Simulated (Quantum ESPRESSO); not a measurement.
# Mn3GaC: a ladder in the k mesh

Wanted: the cheapest choice of the k mesh that holds the magnetic results of Mn3GaC.

Calculated with Quantum ESPRESSO 7.5; LDA; plane waves with GBRV 1.5 LDA potentials, no spin-orbit coupling (settings of the first rung).

### 1. The structure

The structure is cubic, space group Pm-3m (No. 221). The conventional cell has a = 3.896 Å, b = 3.896 Å, c = 3.896 Å, α = 90.00°, β = 90.00°, γ = 90.00°. Nearest to Mn lie 2 C at 1.95 Å and 8 Mn at 2.75 Å and 4 Ga at 2.75 Å. Nearest to Ga lie 12 Mn at 2.75 Å. Nearest to C lie 6 Mn at 1.95 Å. Farther neighbours are not listed.

Coordinates:

```cif
data_structure
_symmetry_space_group_name_H-M 'P 1'
_symmetry_Int_Tables_number 1
_cell_length_a 3.8960
_cell_length_b 3.8960
_cell_length_c 3.8960
_cell_angle_alpha 90.000
_cell_angle_beta 90.000
_cell_angle_gamma 90.000
_cell_volume 59.14
loop_
_atom_site_label
_atom_site_type_symbol
_atom_site_fract_x
_atom_site_fract_y
_atom_site_fract_z
_atom_site_occupancy
Mn1 Mn 0.00000 0.50000 0.50000 1
Mn2 Mn 0.50000 0.00000 0.50000 1
Mn3 Mn 0.50000 0.50000 0.00000 1
Ga4 Ga 0.00000 0.00000 0.00000 1
C5 C 0.50000 0.50000 0.50000 1
```

The cell comes from the Crystallography Open Database.

### 2. Rung 1, start ferro +++

Contents of pw.in:

```
&CONTROL
  calculation = 'scf'
  prefix = 'pwscf'
  outdir = './tmp'
  pseudo_dir = './pseudo'
  disk_io = 'nowf'
/
&SYSTEM
  ibrav = 0
  celldm(1) = 8
  nat = 5
  ntyp = 3
  ecutwfc = 40
  ecutrho = 280
  nbnd = 50
  occupations = 'smearing'
  smearing = 'fd'
  degauss = 0.00734986
  nspin = 2
  starting_magnetization(1) = 0.2333
  starting_magnetization(2) = 0
  starting_magnetization(3) = 0
/
&ELECTRONS
  conv_thr = 1d-08
  electron_maxstep = 150
  mixing_beta = 0.3
/
ATOMIC_SPECIES
Mn     54.9380 mn_lda_v1.5.uspp.F.UPF
Ga     69.7230 ga_lda_v1.4.uspp.F.UPF
C      12.0110 c_lda_v1.2.uspp.F.UPF
CELL_PARAMETERS alat
   0.9202966226928    0.0000000000000    0.0000000000000
   0.0000000000000    0.9202966226928    0.0000000000000
   0.0000000000000    0.0000000000000    0.9202966226928
ATOMIC_POSITIONS crystal
Mn      0.0000000000    0.5000000000    0.5000000000
Mn      0.5000000000    0.0000000000    0.5000000000
Mn      0.5000000000    0.5000000000    0.0000000000
Ga      0.0000000000    0.0000000000    0.0000000000
C       0.5000000000    0.5000000000    0.5000000000
K_POINTS automatic
2 2 2 0 0 0
```

On the command line:

```console
$ OMP_NUM_THREADS=1 mpirun -n 2 pw.x -in pw.in > pw.out
```

What it wrote:

```text
Program PWSCF v.7.5 starts

     Message from routine setup:
     using ibrav=0 with symmetry is DISCOURAGED, use correct ibrav instead

     R & G space division:  proc/nbgrp/npool/nimage =       2
     Subspace diagonalization in iterative solution of the eigenvalue problem:

     Parallelization info
     --------------------
     sticks:   dense  smooth     PW     G-vecs:    dense   smooth      PW
     Min         600     340    110                15730     6806    1186
     Max         601     341    111                15733     6807    1187
     Sum        1201     681    221                31463    13613    2373

     Using Slab Decomposition

     bravais-lattice index     =            0
     lattice parameter (alat)  =       8.0000  a.u.
     unit-cell volume          =     399.0740 (a.u.)^3
     number of atoms/cell      =            5
     number of atomic types    =            3
     number of electrons       =        68.00
     number of Kohn-Sham states=           50
     kinetic-energy cutoff     =      40.0000  Ry
     charge density cutoff     =     280.0000  Ry
     scf convergence threshold =      1.0E-08
     mixing beta               =       0.3000
     number of iterations used =            8  plain     mixing
     Exchange-correlation= SLA  PZ   NOGX NOGC
                           (   1   1   0   0   0   0   0)

     celldm(1)=   8.000000  celldm(2)=   0.000000  celldm(3)=   0.000000
     celldm(4)=   0.000000  celldm(5)=   0.000000  celldm(6)=   0.000000

     crystal axes: (cart. coord. in units of alat)
               a(1) = (   0.920297   0.000000   0.000000 )
               a(2) = (   0.000000   0.920297   0.000000 )
               a(3) = (   0.000000   0.000000   0.920297 )

     reciprocal axes: (cart. coord. in units 2 pi/alat)
               b(1) = (  1.086606  0.000000  0.000000 )
               b(2) = (  0.000000  1.086606  0.000000 )
               b(3) = (  0.000000  0.000000  1.086606 )

     PseudoPot. # 1 for Mn read from file:
     mn_lda_v1.5.uspp.F.UPF
     Pseudo is Ultrasoft + core correction, Zval = 15.0

     PseudoPot. # 2 for Ga read from file:
     ga_lda_v1.4.uspp.F.UPF
     Pseudo is Ultrasoft + core correction, Zval = 19.0

     PseudoPot. # 3 for C  read from file:
     c_lda_v1.2.uspp.F.UPF
     Pseudo is Ultrasoft + core correction, Zval =  4.0

     atomic species   valence    mass     pseudopotential
     Mn               15.00    54.93800     Mn( 1.00)
     Ga               19.00    69.72300     Ga( 1.00)
     C                 4.00    12.01100     C ( 1.00)

     Starting magnetic structure
     atomic species   magnetization
     Mn              0.233
     Ga              0.000
     C               0.000

     48 Sym. Ops., with inversion, found

   Cartesian axes

     site n.     atom                  positions (alat units)
         1        Mn     tau(   1) = (   0.0000000   0.4601483   0.4601483  )
         2        Mn     tau(   2) = (   0.4601483   0.0000000   0.4601483  )
         3        Mn     tau(   3) = (   0.4601483   0.4601483   0.0000000  )
         4        Ga     tau(   4) = (   0.0000000   0.0000000   0.0000000  )
         5        C      tau(   5) = (   0.4601483   0.4601483   0.4601483  )

     number of k points=     4  Fermi-Dirac smearing, width (Ry)=  0.0073
                       cart. coord. in units 2pi/alat
        k(    1) = (   0.0000000   0.0000000   0.0000000), wk =   0.1250000
        k(    2) = (   0.0000000   0.0000000  -0.5433031), wk =   0.3750000
        k(    3) = (   0.0000000  -0.5433031  -0.5433031), wk =   0.3750000
        k(    4) = (  -0.5433031  -0.5433031  -0.5433031), wk =   0.1250000

     Dense  grid:    31463 G-vectors     FFT dimensions: (  40,  40,  40)

     Smooth grid:    13613 G-vectors     FFT dimensions: (  30,  30,  30)

     Check: negative core charge=   -0.000054
     Generating pointlists ...
     new r_m :   0.1898 (alat units)  1.5185 (a.u.) for type    1
     new r_m :   0.2684 (alat units)  2.1475 (a.u.) for type    2
     new r_m :   0.1898 (alat units)  1.5185 (a.u.) for type    3

     Initial potential from superposition of free atoms

     starting charge      65.4998, renormalised to      68.0000
     Starting wfcs are   55 randomized atomic wfcs

     Self-consistent Calculation

     iteration #  1     ecut=    40.00 Ry     beta= 0.30
     Davidson diagonalization with overlap
     ethr =  1.00E-02,  avg # of iterations =  3.2

     total energy              =   -1057.96354422 Ry
     estimated scf accuracy    <       9.68817810 Ry

     total magnetization       =     6.26 Bohr mag/cell
     absolute magnetization    =     6.29 Bohr mag/cell

     iteration #  2     ecut=    40.00 Ry     beta= 0.30
     Davidson diagonalization with overlap
     ethr =  1.00E-02,  avg # of iterations =  2.1

     total energy              =   -1059.95055832 Ry
     estimated scf accuracy    <       0.61403394 Ry

     total magnetization       =     7.43 Bohr mag/cell
     absolute magnetization    =     8.07 Bohr mag/cell

     [... further iterations left out ...]

     iteration # 14     ecut=    40.00 Ry     beta= 0.30
     Davidson diagonalization with overlap
     ethr =  3.77E-10,  avg # of iterations =  2.6

     total energy              =   -1060.09202780 Ry
     estimated scf accuracy    <       0.00000002 Ry

     total magnetization       =     4.79 Bohr mag/cell
     absolute magnetization    =     5.26 Bohr mag/cell

     iteration # 15     ecut=    40.00 Ry     beta= 0.30
     Davidson diagonalization with overlap
     ethr =  3.01E-11,  avg # of iterations =  2.0

     Magnetic moment per site  (integrated on atomic sphere of radius R)
     atom   1 (R=0.190)  charge= 12.0032  magn=  1.4415
     atom   2 (R=0.190)  charge= 12.0032  magn=  1.4415
     atom   3 (R=0.190)  charge= 12.0032  magn=  1.4415
     atom   4 (R=0.268)  charge= 17.6322  magn= -0.0461
     atom   5 (R=0.190)  charge=  3.0485  magn= -0.1415

     End of self-consistent calculation

     [... lines left out ...]
     the Fermi energy is    15.4139 ev

!    total energy              =   -1060.09202782 Ry
     estimated scf accuracy    <          9.8E-09 Ry
     smearing contrib. (-TS)   =      -0.00773575 Ry
     internal energy E=F+TS    =   -1060.08429207 Ry

     The total energy is F=E-TS. E is the sum of the following terms:
     one-electron contribution =    -592.46652722 Ry
     hartree contribution      =     331.10977873 Ry
     xc contribution           =    -129.95094879 Ry
     ewald contribution        =    -668.77659479 Ry

     total magnetization       =     4.79 Bohr mag/cell
     absolute magnetization    =     5.26 Bohr mag/cell

     convergence has been achieved in  15 iterations

=------------------------------------------------------------------------------=
   JOB DONE.
=------------------------------------------------------------------------------=
```

Run time: 9.7 s. Hardware: 2 MPI ranks of Intel Xeon 6975P-C (Granite Rapids), shared host; peak memory 0.23 GiB; 19 s of CPU time.

Spin moment in the atom's sphere by atom:

| atom | spin moment in the atom's sphere (μB) |
| --- | --- |
| Mn1 | 1.44 |
| Mn2 | 1.44 |
| Mn3 | 1.44 |
| Ga4 | -0.05 |
| C5 | -0.14 |

Numbers from this step:

* magnetization: 4.792 μB
* final state: ferromagnetic

### 3. Rung 1, start ferri ++-

Changes to pw.in since step 2:

```diff
@@ -11,6 +11,6 @@
   nat = 5
-  ntyp = 3
+  ntyp = 4
   ecutwfc = 40
   ecutrho = 280
-  nbnd = 50
+  nbnd = 46
   occupations = 'smearing'
@@ -20,4 +20,5 @@
   starting_magnetization(1) = 0.2333
-  starting_magnetization(2) = 0
+  starting_magnetization(2) = -0.2333
   starting_magnetization(3) = 0
+  starting_magnetization(4) = 0
 /
@@ -29,3 +30,4 @@
 ATOMIC_SPECIES
-Mn     54.9380 mn_lda_v1.5.uspp.F.UPF
+Mn1    54.9380 mn_lda_v1.5.uspp.F.UPF
+Mn2    54.9380 mn_lda_v1.5.uspp.F.UPF
 Ga     69.7230 ga_lda_v1.4.uspp.F.UPF
@@ -37,5 +39,5 @@
 ATOMIC_POSITIONS crystal
-Mn      0.0000000000    0.5000000000    0.5000000000
-Mn      0.5000000000    0.0000000000    0.5000000000
-Mn      0.5000000000    0.5000000000    0.0000000000
+Mn1     0.0000000000    0.5000000000    0.5000000000
+Mn1     0.5000000000    0.0000000000    0.5000000000
+Mn2     0.5000000000    0.5000000000    0.0000000000
 Ga      0.0000000000    0.0000000000    0.0000000000
```

What it wrote:

```text
     [... lines left out ...]
Program PWSCF v.7.5 starts
     [... lines left out ...]
     number of atoms/cell      =            5
     [... lines left out ...]
     number of electrons       =        68.00
     number of Kohn-Sham states=           46
     kinetic-energy cutoff     =      40.0000  Ry
     charge density cutoff     =     280.0000  Ry
     scf convergence threshold =      1.0E-08
     [... lines left out ...]
     16 Sym. Ops., with inversion, found
     [... lines left out ...]
     number of k points=     6  Fermi-Dirac smearing, width (Ry)=  0.0073
     [... lines left out ...]
     iteration # 18     ecut=    40.00 Ry     beta= 0.30
     [... lines left out ...]
     Magnetic moment per site  (integrated on atomic sphere of radius R)
     atom   1 (R=0.190)  charge= 12.0033  magn=  1.3733
     atom   2 (R=0.190)  charge= 12.0033  magn=  1.3733
     atom   3 (R=0.190)  charge= 12.0099  magn= -1.8911
     atom   4 (R=0.268)  charge= 17.6439  magn= -0.0154
     atom   5 (R=0.190)  charge=  3.0487  magn= -0.0330
     [... lines left out ...]
     the Fermi energy is    15.4449 ev
!    total energy              =   -1060.08248199 Ry
     estimated scf accuracy    <          8.1E-09 Ry
     smearing contrib. (-TS)   =      -0.01135751 Ry
     [... lines left out ...]
     total magnetization       =     0.94 Bohr mag/cell
     absolute magnetization    =     5.64 Bohr mag/cell
     convergence has been achieved in  18 iterations
```

The job ended after 15 s (2 MPI ranks; peak memory 0.24 GiB; 29 s of CPU time).

Spin moment in the atom's sphere by atom:

| atom | spin moment in the atom's sphere (μB) |
| --- | --- |
| Mn1 | 1.37 |
| Mn2 | 1.37 |
| Mn3 | -1.89 |
| Ga4 | -0.02 |
| C5 | -0.03 |

This step gave:

```
magnetization : 0.937 μB
final state   : ferrimagnetic
```

### 4. Rung 2, start ferro +++

Contents of pw.in:

```
&CONTROL
  calculation = 'scf'
  prefix = 'pwscf'
  outdir = './tmp'
  pseudo_dir = './pseudo'
  disk_io = 'nowf'
/
&SYSTEM
  ibrav = 0
  celldm(1) = 8
  nat = 5
  ntyp = 3
  ecutwfc = 40
  ecutrho = 280
  nbnd = 50
  occupations = 'smearing'
  smearing = 'fd'
  degauss = 0.00734986
  nspin = 2
  starting_magnetization(1) = 0.2333
  starting_magnetization(2) = 0
  starting_magnetization(3) = 0
/
&ELECTRONS
  conv_thr = 1d-08
  electron_maxstep = 150
  mixing_beta = 0.3
/
ATOMIC_SPECIES
Mn     54.9380 mn_lda_v1.5.uspp.F.UPF
Ga     69.7230 ga_lda_v1.4.uspp.F.UPF
C      12.0110 c_lda_v1.2.uspp.F.UPF
CELL_PARAMETERS alat
   0.9202966226928    0.0000000000000    0.0000000000000
   0.0000000000000    0.9202966226928    0.0000000000000
   0.0000000000000    0.0000000000000    0.9202966226928
ATOMIC_POSITIONS crystal
Mn      0.0000000000    0.5000000000    0.5000000000
Mn      0.5000000000    0.0000000000    0.5000000000
Mn      0.5000000000    0.5000000000    0.0000000000
Ga      0.0000000000    0.0000000000    0.0000000000
C       0.5000000000    0.5000000000    0.5000000000
K_POINTS automatic
4 4 4 0 0 0
```

On the command line:

```console
$ OMP_NUM_THREADS=1 mpirun -n 2 pw.x -nk 2 -in pw.in > pw.out
```

What it wrote:

```text
     [... lines left out ...]
Program PWSCF v.7.5 starts
     [... lines left out ...]
     number of atoms/cell      =            5
     [... lines left out ...]
     number of electrons       =        68.00
     number of Kohn-Sham states=           50
     kinetic-energy cutoff     =      40.0000  Ry
     charge density cutoff     =     280.0000  Ry
     scf convergence threshold =      1.0E-08
     [... lines left out ...]
     48 Sym. Ops., with inversion, found
     [... lines left out ...]
     number of k points=    10  Fermi-Dirac smearing, width (Ry)=  0.0073
     [... lines left out ...]
     iteration # 14     ecut=    40.00 Ry     beta= 0.30
     [... lines left out ...]
     Magnetic moment per site  (integrated on atomic sphere of radius R)
     atom   1 (R=0.190)  charge= 12.0093  magn=  1.4307
     atom   2 (R=0.190)  charge= 12.0093  magn=  1.4307
     atom   3 (R=0.190)  charge= 12.0093  magn=  1.4307
     atom   4 (R=0.268)  charge= 17.6345  magn= -0.0775
     atom   5 (R=0.190)  charge=  3.0553  magn= -0.1209
     [... lines left out ...]
     the Fermi energy is    15.3484 ev
!    total energy              =   -1060.09944495 Ry
     estimated scf accuracy    <          6.8E-09 Ry
     smearing contrib. (-TS)   =      -0.01332638 Ry
     [... lines left out ...]
     total magnetization       =     4.72 Bohr mag/cell
     absolute magnetization    =     5.22 Bohr mag/cell
     convergence has been achieved in  14 iterations
```

It took 14 s on 2 MPI ranks; peak memory 0.21 GiB.

This step gave:

```yaml
magnetization: 4.716 μB
final_state: ferromagnetic
largest_moment: 1.431 μB
```

### 5. Rung 2, start ferri ++-

Changes to pw.in since step 4:

```diff
@@ -11,6 +11,6 @@
   nat = 5
-  ntyp = 3
+  ntyp = 4
   ecutwfc = 40
   ecutrho = 280
-  nbnd = 50
+  nbnd = 46
   occupations = 'smearing'
@@ -20,4 +20,5 @@
   starting_magnetization(1) = 0.2333
-  starting_magnetization(2) = 0
+  starting_magnetization(2) = -0.2333
   starting_magnetization(3) = 0
+  starting_magnetization(4) = 0
 /
@@ -29,3 +30,4 @@
 ATOMIC_SPECIES
-Mn     54.9380 mn_lda_v1.5.uspp.F.UPF
+Mn1    54.9380 mn_lda_v1.5.uspp.F.UPF
+Mn2    54.9380 mn_lda_v1.5.uspp.F.UPF
 Ga     69.7230 ga_lda_v1.4.uspp.F.UPF
@@ -37,5 +39,5 @@
 ATOMIC_POSITIONS crystal
-Mn      0.0000000000    0.5000000000    0.5000000000
-Mn      0.5000000000    0.0000000000    0.5000000000
-Mn      0.5000000000    0.5000000000    0.0000000000
+Mn1     0.0000000000    0.5000000000    0.5000000000
+Mn1     0.5000000000    0.0000000000    0.5000000000
+Mn2     0.5000000000    0.5000000000    0.0000000000
 Ga      0.0000000000    0.0000000000    0.0000000000
```

What it wrote:

```text
     [... lines left out ...]
Program PWSCF v.7.5 starts
     [... lines left out ...]
     number of atoms/cell      =            5
     [... lines left out ...]
     number of electrons       =        68.00
     number of Kohn-Sham states=           46
     kinetic-energy cutoff     =      40.0000  Ry
     charge density cutoff     =     280.0000  Ry
     scf convergence threshold =      1.0E-08
     [... lines left out ...]
     16 Sym. Ops., with inversion, found
     [... lines left out ...]
     number of k points=    18  Fermi-Dirac smearing, width (Ry)=  0.0073
     [... lines left out ...]
     iteration # 19     ecut=    40.00 Ry     beta= 0.30
     [... lines left out ...]
     Magnetic moment per site  (integrated on atomic sphere of radius R)
     atom   1 (R=0.190)  charge= 12.0028  magn=  1.2082
     atom   2 (R=0.190)  charge= 12.0028  magn=  1.2082
     atom   3 (R=0.190)  charge= 12.0047  magn= -1.8128
     atom   4 (R=0.268)  charge= 17.6440  magn= -0.0233
     atom   5 (R=0.190)  charge=  3.0600  magn= -0.0199
     [... lines left out ...]
     the Fermi energy is    15.3793 ev
!    total energy              =   -1060.09302346 Ry
     estimated scf accuracy    <          3.0E-09 Ry
     smearing contrib. (-TS)   =      -0.01203499 Ry
     [... lines left out ...]
     total magnetization       =     0.63 Bohr mag/cell
     absolute magnetization    =     5.14 Bohr mag/cell
     convergence has been achieved in  19 iterations
```

Run time: 26 s. Hardware: 2 MPI ranks; peak memory 0.31 GiB.

This step gave:

| Property | Result |
| --- | --- |
| magnetization | 0.632 μB |
| final state | ferrimagnetic |
| largest moment | 1.813 μB |

### 6. Rung 3, start ferro +++

Contents of pw.in:

```
&CONTROL
  calculation = 'scf'
  prefix = 'pwscf'
  outdir = './tmp'
  pseudo_dir = './pseudo'
  disk_io = 'nowf'
/
&SYSTEM
  ibrav = 0
  celldm(1) = 8
  nat = 5
  ntyp = 3
  ecutwfc = 40
  ecutrho = 280
  nbnd = 50
  occupations = 'smearing'
  smearing = 'fd'
  degauss = 0.00734986
  nspin = 2
  starting_magnetization(1) = 0.2333
  starting_magnetization(2) = 0
  starting_magnetization(3) = 0
/
&ELECTRONS
  conv_thr = 1d-08
  electron_maxstep = 150
  mixing_beta = 0.3
/
ATOMIC_SPECIES
Mn     54.9380 mn_lda_v1.5.uspp.F.UPF
Ga     69.7230 ga_lda_v1.4.uspp.F.UPF
C      12.0110 c_lda_v1.2.uspp.F.UPF
CELL_PARAMETERS alat
   0.9202966226928    0.0000000000000    0.0000000000000
   0.0000000000000    0.9202966226928    0.0000000000000
   0.0000000000000    0.0000000000000    0.9202966226928
ATOMIC_POSITIONS crystal
Mn      0.0000000000    0.5000000000    0.5000000000
Mn      0.5000000000    0.0000000000    0.5000000000
Mn      0.5000000000    0.5000000000    0.0000000000
Ga      0.0000000000    0.0000000000    0.0000000000
C       0.5000000000    0.5000000000    0.5000000000
K_POINTS automatic
6 6 6 0 0 0
```

What it wrote:

```text
     [... lines left out ...]
Program PWSCF v.7.5 starts
     [... lines left out ...]
     number of atoms/cell      =            5
     [... lines left out ...]
     number of electrons       =        68.00
     number of Kohn-Sham states=           50
     kinetic-energy cutoff     =      40.0000  Ry
     charge density cutoff     =     280.0000  Ry
     scf convergence threshold =      1.0E-08
     [... lines left out ...]
     48 Sym. Ops., with inversion, found
     [... lines left out ...]
     number of k points=    20  Fermi-Dirac smearing, width (Ry)=  0.0073
     [... lines left out ...]
     iteration # 15     ecut=    40.00 Ry     beta= 0.30
     [... lines left out ...]
     Magnetic moment per site  (integrated on atomic sphere of radius R)
     atom   1 (R=0.190)  charge= 12.0092  magn=  1.4130
     atom   2 (R=0.190)  charge= 12.0092  magn=  1.4130
     atom   3 (R=0.190)  charge= 12.0092  magn=  1.4130
     atom   4 (R=0.268)  charge= 17.6330  magn= -0.0764
     atom   5 (R=0.190)  charge=  3.0552  magn= -0.1178
     [... lines left out ...]
     the Fermi energy is    15.3652 ev
!    total energy              =   -1060.09955219 Ry
     estimated scf accuracy    <          2.4E-09 Ry
     smearing contrib. (-TS)   =      -0.01288753 Ry
     [... lines left out ...]
     total magnetization       =     4.66 Bohr mag/cell
     absolute magnetization    =     5.16 Bohr mag/cell
     convergence has been achieved in  15 iterations
```

Elapsed: 24 s, on 2 MPI ranks; peak memory 0.23 GiB; 48 s of CPU time.

Read from the output:

```
magnetization  : 4.656 μB
final state    : ferromagnetic
largest moment : 1.413 μB
```

(Part 1 of 2 ends here.)

[Logs and program files are shortened in this print: banners, set-up blocks, solver, clock and traceback lines can be left out without a mark of their own.]

[Logs are printed without paths, hosts, clocks, repeated set-up lines and the standing remarks that a program may print on its own settings, such as how far it seeks lower states.]

[Hosts, paths, dates, database ids (printed as entryN), source tags and the programs' standing remarks are cut or masked in the printed files.]

[Where a cell is said to come from a database of computed structures, the database is the Materials Project.]
